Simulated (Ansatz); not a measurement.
# TaN (P-6m2): relaxing the cell for a phonon run

Task: relax TaN (P-6m2) tightly.

Main program and level: Ansatz 0.2.0; DFT r2SCAN, scalar-relativistic, plane waves, PAW.

Most raw output is cut from this account.

## (1) Set-up

It takes space group P-6m2 (No. 187, hexagonal). The conventional cell has a = 2.938 Å, b = 2.938 Å, c = 2.883 Å, α = 90.00°, β = 90.00°, γ = 120.00°. Nearest to Ta lie 6 N at 2.23 Å. Nearest to N lie 6 Ta at 2.23 Å. Farther neighbours and most contacts between anions are not listed.

## (2) A coarse first look

First a cheap look: the gap decides the mesh and the occupations, the pressure tells how far the cell has to move.

The input, input.yaml:

```yaml
crystal:
  lattice:
    - [2.938, 0.0, 0.0]
    - [-1.469, 2.5443826363, 0.0]
    - [0.0, 0.0, 2.883]
  atoms:
    - { symbol: Ta, position: [0.3333333333, 0.6666666667, 0.5] }
    - { symbol: "N", position: [0.0, 0.0, 0.0] }
kpoints:
  mp_grid: { grid: [9, 9, 6] }
hamiltonian:
  xc: r2scan
scf:
  occupations: { method: gaussian, width: 0.1 }
output:
  forces: true
  stress: true
  eigenvalues: true
```

Run with:

```
$ ansatz run input.yaml --threads 4 --pin off --max-ram 7168MiB --backend cpu --events-out ev --progress --plain --runs-dir out
```

Run time: 0.96 s. Hardware: 4 threads of Arm Neoverse V2, shared host; peak memory 0.35 GiB.

Numbers from this step:

| Quantity | Value |
| --- | --- |
| pressure | -0.2405 GPa |
| volume per atom | 10.78 Å³ |
| gap on the k-mesh | 0 eV |

The coarse mesh shows no gap and a pressure of -0.2 GPa.

## (3) Bringing the structure to rest

Harmonic phonons are second derivatives at a point where the forces vanish, and they are wanted at zero stress, so atoms and cell are relaxed first.

Changes to input.yaml since step 2:

```diff
@@ -9,3 +9,3 @@
 kpoints:
-  mp_grid: { grid: [9, 9, 6] }
+  mp_grid: { grid: [15, 15, 14] }
 hamiltonian:
@@ -18 +18,6 @@
   eigenvalues: true
+relax:
+  adjacent_minimum: "off"
+  f_tol: 0.005
+  max_steps: 80
+  cell: { stress_tol: 0.05 }
```

Wall time 13 s (4 threads); peak memory 0.47 GiB; 49 s of CPU time.

Little changed from the start: no atom moved by 0.005 Å and no cell edge by 0.1 %.

Numbers from this step:

| Item | Value |
| --- | --- |
| pressure | -0.02270 GPa |
| volume per atom | 10.77 Å³ |

In this step the volume went from 10.78 to 10.77 Å³/atom.

## (4) Relaxing to small forces for the phonons

Phonons need a cell at rest on their own settings, so the relaxation is repeated with tight tolerances on forces and stress on the k mesh and occupations of the first response run.

The input, input.yaml:

```yaml
crystal:
  lattice:
    - [2.9361782308, 0.0, 0.0]
    - [-1.4680891154, 2.5428049379, 0.0]
    - [0.0, 0.0, 2.8845764393]
  atoms:
    - { symbol: Ta, position: [0.3333333333, 0.6666666667, 0.5] }
    - { symbol: "N", position: [0.0, 0.0, 0.0] }
kpoints:
  mp_grid: { grid: [15, 15, 16] }
hamiltonian:
  xc: r2scan
scf:
  occupations: { method: methfessel_paxton, width: 0.15 }
output:
  forces: true
  stress: true
  eigenvalues: true
relax:
  adjacent_minimum: "off"
  f_tol: 0.001
  max_steps: 60
  cell: { stress_tol: 0.01 }
```

Elapsed: 14 s, on 4 threads; peak memory 0.49 GiB; 53 s of CPU time.

Little changed from the start: no atom moved by 0.005 Å and no cell edge by 0.1 %.

Numbers from this step:

```yaml
pressure: -0.002251 GPa
```

The forces vanish by symmetry and the pressure is -0.002 GPa, within the tolerances set. The cell now holds 10.77 Å³/atom.

## (5) Results

```json
{
 "space group after relaxation (within 0.01 Å)": "P-6m2",
 "lattice constant a": "2.936 Å",
 "lattice constant b": "2.936 Å",
 "lattice constant c": "2.885 Å",
 "volume per atom": "10.8 Å³"
}
```

In words: The forces vanish by symmetry and the pressure is -0.002 GPa, within the tolerances set. The cell now holds 10.77 Å³/atom. The relaxation keeps the symmetry of its start, so it says nothing on stability against lower symmetry. Spin-orbit coupling is left out, which can matter for the heavy elements here.

[Logs are printed without paths, hosts, clocks, repeated set-up lines and the standing remarks that a program may print on its own settings, such as how far it seeks lower states.]

[Hosts, paths, dates, database ids (printed as entryN), source tags and the programs' standing remarks are cut or masked in the printed files.]
